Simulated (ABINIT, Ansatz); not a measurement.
# InH (Fm-3m): zone-centre phonons, part 3 of 3

Which modes does InH (Fm-3m) have at the zone centre?

ABINIT 10.8.3; DFT LDA, scalar-relativistic, plane waves, HGH norm-conserving pseudopotentials.

So far. Step 7 (Zone-centre response): The acoustic modes at Γ come out as far as 0.3 cm⁻¹ from zero, where they should vanish, a small numerical error. The lowest optical mode is imaginary, 321i cm⁻¹, an instability at this level and on this k mesh. Step 8 (Modes with the sum rule): The rule moves no optical mode by more than 0.1 cm⁻¹.

The structure was built from a prototype and need not be the compound's stable phase.

**9. The same in Ansatz**

The same cell goes through another code, with its own cutoff. The potentials differ.

This step: DFT LDA, scalar-relativistic, plane waves, PseudoDojo norm-conserving pseudopotentials (Ansatz 0.2.0).

input.yaml

```yaml
crystal:
  lattice:
    - [0.0, 2.3992162681, 2.3992162681]
    - [2.3992162681, 0.0, 2.3992162681]
    - [2.3992162681, 2.3992162681, 0.0]
  atoms:
    - { symbol: In, position: [0.0, 0.0, 0.0] }
    - { symbol: H, position: [0.5, 0.5, 0.5] }
kpoints:
  mp_grid: { grid: [12, 12, 12] }
hamiltonian:
  xc: lda
  pseudopotentials: { kind: nc, accuracy: standard }
scf:
  occupations: { method: fermi_dirac, width: 0.27211 }
output:
  eigenvalues: true
phonons:
  method: dfpt
```

On the command line:

```bash
$ ansatz run input.yaml --threads 2 --pin off --max-ram 4096MiB --backend cpu --events-out ev --progress --plain --runs-dir out
```

Output:

```text
band count auto-derived: 12 (N_el = 14.0; filled up to band 7; 11 by the electrons, moments and atoms)
Engine: ansatz 0.2.0, aarch64-unknown-linux-gnu
Pseudopotentials: kind: nc
Pseudopotential: In, nc, valence charge 13, recommended cutoff 952.398519 eV (normal), In.nc.azcp (PseudoDojo's, or run here from an input of PseudoDojo's; its table is named by hamiltonian.pseudopotentials.accuracy)
Pseudopotential: H, nc, valence charge 1, recommended cutoff 1006.821291 eV (normal), H.nc.azcp (PseudoDojo's, or run here from an input of PseudoDojo's; its table is named by hamiltonian.pseudopotentials.accuracy)
Functional definition: SPW92
  exchange = slater_x
  correlation = pw_c
Crystal: 2 atoms, lattice volume = 27.621 Å³
Basis set: ecut = 1006.821291 eV, 1989 PW (Γ), exchange–correlation on 72×72×72 points (8 copies of the dense FFT grid, shifted against one another)
Bands: 12, of which v1, the nominal top of the filled ones, is band 7 counted from 1 (6 counted from 0)
Symmetry: 48 space group operations
k-points: 163 of 1728 (irreducible under 8 space group operations, time reversal used)
Non-local potential: In, projectors of the file, l = 0: 2, l = 1: 2, l = 2: 2
Non-local potential: H, projectors of the file, l = 0: 2, l = 1: 1
Initial density: superposition of atomic densities (chi_scale 0.1, normalization cell, long waves kept (reshape's long-wave potential 0.00 eV rms))
Initial wavefunctions: pseudopotential atomic-orbital guess
Functional: x = slater, c = lda
SCF iter   1: F=—  HF=-1817.725638 eV  |F-HF|=—  |Δ(HF+E_count)|=         —  Δρ=3.55e-2  dr2=4.94e-1  ethr=3.10e-3  ⟨swp⟩=5.3  Hψ=11757  notcnv=0
preconditioner: auto → none  [metal: Δε(μ)=0.330 eV  Ē_g=18.886 eV  σ=0.272 eV  W_gap=0.29  n_scr=8 (ndim 8)  ℏωp=26.4 eV  f_vac=0.000  D(μ)=0.52/eV (n_scr^D=0)  sad-step TF]
SCF iter   2: F=—  HF=-1817.590286 eV  |F-HF|=—  |Δ(HF+E_count)|=   1.35e-1  Δρ=1.79e-2  dr2=1.46e-1  ethr=3.10e-3  ⟨swp⟩=1.0  Hψ=3260  notcnv=0
SCF iter   3: F=—  HF=-1817.535134 eV  |F-HF|=—  |Δ(HF+E_count)|=   5.52e-2  Δρ=2.56e-3  dr2=6.78e-4  ethr=1.04e-3  ⟨swp⟩=2.5  Hψ=2725  notcnv=0
SCF iter   4: F=—  HF=-1817.535371 eV  |F-HF|=—  |Δ(HF+E_count)|=   2.37e-4  Δρ=7.32e-4  dr2=8.37e-5  ethr=4.85e-6  ⟨swp⟩=2.5  Hψ=3759  notcnv=0  defer=4
SCF iter   5: F=—  HF=-1817.535344 eV  |F-HF|=—  |Δ(HF+E_count)|=   2.66e-5  Δρ=4.94e-5  dr2=4.52e-7  ethr=5.98e-7  ⟨swp⟩=2.2  Hψ=3094  notcnv=0  defer=4
SCF iter   6: F=—  HF=-1817.535344 eV  |F-HF|=—  |Δ(HF+E_count)|=   7.88e-7  Δρ=7.00e-6  dr2=8.62e-9  ethr=3.23e-9  ⟨swp⟩=3.7  Hψ=4407  notcnv=0  defer=4
SCF iter   7: F=—  HF=-1817.535344 eV  |F-HF|=—  |Δ(HF+E_count)|=   3.25e-9  Δρ=1.12e-6  dr2=1.34e-10  ethr=6.15e-11  ⟨swp⟩=2.3  Hψ=3244  notcnv=0  defer=4
SCF iter   8: F=-1817.535344 eV  HF=-1817.535344 eV  |F-HF|=2.27e-13  |Δ(HF+E_count)|=  3.82e-11  Δρ=6.98e-8  dr2=3.62e-13  ethr=1.00e-12  ⟨swp⟩=12.5  Hψ=15519  notcnv=0
SCF 1 converged in 8 iterations: F = -1817.535344 eV  dr2 = 3.62e-13
DFPT response loops at Γ: preconditioner auto → Kerker (q_TF=auto, 2.436 Å⁻¹) (partly filled bands, converged f_vac=0.000); β = 1.00, the filter's whole step (`scf.mixing.beta` (0.50) is not read by the response loops under this deck's `scf.mixing.preconditioner`; to damp them name `kerker` or `kerker_dos`, under which they read `scf.mixing.beta`, and type it under 1.00, their step now; both keys bind the ground state too); Broyden in place of MSR1
SCF converged after 8 iterations
Free energy (F): -1817.535344 eV
Harris-Foulkes:  -1817.535344 eV  (|F-HF|=2.27e-13)
Internal energy: -1817.406342 eV  (E = F + TS)
E sigma→0 (E₀):  -1817.470843 eV
Entropy (-TS):   -0.129002 eV (-64.501 meV/atom)
Fermi energy:    10.237892 eV
--- Per-component energies (eV) ---
  E_band       = -18.837489
  E_kinetic    = 1148.480821
  E_local      = -1171.355122  (includes V_loc(G=0)·N_el)
  E_nonlocal   = -403.400546
  E_hartree    = 366.794836
  E_xc         = -545.920963
  E_vxc        = -326.152309  (∫ρ·V_xc dr)
  E_ewald      = -1212.005368
  E_smearing   = -0.129002  (= −TS)
  E_closure    = 0.000000  (closes the sum)
  Σ components = -1817.535344   (vs F -1817.535344, Δ=0.00e0)
--- Band table (eV; the first three rows and the last of 163) ---
  k-point 0: bands = [... 3 lower, -4.1609, -4.1609, -0.6354, 14.6069, 19.1449, 19.1449, 19.1449, 21.7031, ... 1 higher]
  k-point 1: bands = [... 3 lower, -4.1626, -4.1626, -0.4928, 14.0676, 18.4549, 18.9780, 18.9780, 21.3804, ... 1 higher]
  k-point 2: bands = [... 3 lower, -4.1581, -4.1581, -0.0623, 12.6047, 17.2113, 18.6177, 18.6177, 21.8131, ... 1 higher]
  k-point 162: bands = [... 3 lower, -4.1242, -3.9783, 6.5262, 7.9372, 9.5428, 9.5428, 18.6296, 23.5428, ... 1 higher]
--- Phonons (Γ-DFPT): 2 representative perturbations + reference, on 163 of 1728 k-points (Σ response iterations 5) ---
  k mesh reduced under 8 symmetry operations, with k and −k counted as one. Each operation leaves every solved perturbation unchanged. A smaller set is not used because it would not reduce the number of displacements times k-points to solve
  ASR residual: 8.909e-5 → 0.000e0 eV/Å²; symmetrization residual: 2.427e-6 eV/Å²
  ASR residual per site (eV/Å²): 8.08e-5 8.91e-5
  Γ frequencies (cm⁻¹): -206.35 -206.35 -206.35 0.00 0.00 0.00
  non-analytic LO–TO correction: not included (Born effective charges unavailable; polar crystals: no LO–TO splitting at Γ)
```

The job ended after 20 s (2 threads of Arm Neoverse V1, shared host; peak memory 0.63 GiB).

Read from the output:

| Quantity | Value |
| --- | --- |
| sum-rule residual before enforcement | 8.91e-5 eV/Å² |
| highest optical zone-centre mode (no LO-TO term) | -206.3 cm⁻¹ |
| lowest optical zone-centre mode | -206.3 cm⁻¹ |

**10. Side by side: ABINIT HGH and Ansatz, PseudoDojo**

Numbers from this step:

* root-mean-square difference: 115.0 cm⁻¹
* largest difference: 115.0 cm⁻¹

Optical modes, paired by symmetry label. Frequencies side by side, by row:

```tsv
q (reciprocal lattice)	mode	ABINIT HGH (cm⁻¹)	Ansatz, PseudoDojo (cm⁻¹)
0 0 0	1	-321.4	-206.3
0 0 0	2	-321.4	-206.3
0 0 0	3	-321.4	-206.3
```

At the zone centre the largest difference (acoustic modes at Γ apart) is 36 % of the highest mode.

**11. Results**

```json
{
  "space group after relaxation": "Fm-3m",
  "volume per atom": "13.8 Å³",
  "highest optical zone-centre mode (no LO-TO term)": "-321.4 cm⁻¹",
  "imaginary optical modes at the zone centre (no q mesh in this session)": "yes",
  "largest difference from Ansatz, PseudoDojo": "115.0 cm⁻¹"
}
```

At the LDA level the optical modes of InH (Fm-3m) at the zone centre lie at 321i cm⁻¹, so the structure is a saddle point, with 3 modes beyond 10i cm⁻¹ there. On other potentials, and in a cell that was not relaxed for them, the second run differs strongly on some modes. The base run prints -0.37 GPa, mostly the error of a finite basis; the relaxation, with a smoothed and higher cutoff, had brought the cell to rest. ABINIT HGH and Ansatz, PseudoDojo differ by 115.0 cm⁻¹ in the root mean square and by 115.0 cm⁻¹ at most, 35.8 % of the highest mode compared (acoustic modes at Γ left out); the two use different potentials, and the cell was not relaxed for the second set. These are harmonic frequencies: anharmonic shifts and widths and the lattice's thermal expansion are left out. The Fermi-Dirac smearing of 0.01 Ha is an electronic temperature of 3158 K, which adds a pressure of its own and can shift the volume and soft modes. The HGH files keep few electrons and have no core correction, which is cheap but rough for In. In a metal the frequencies hang on the k mesh and the smearing, most of all near Kohn anomalies. The structure is a hypothetical one, built on a prototype.

[Host names and launcher messages were left out of these logs when they were recorded.]

[Logs are printed without paths, hosts, clocks, repeated set-up lines and the standing remarks that a program may print on its own settings, such as how far it seeks lower states.]

[Hosts, paths, dates, database ids (printed as entryN), source tags and the programs' standing remarks are cut or masked in the printed files.]
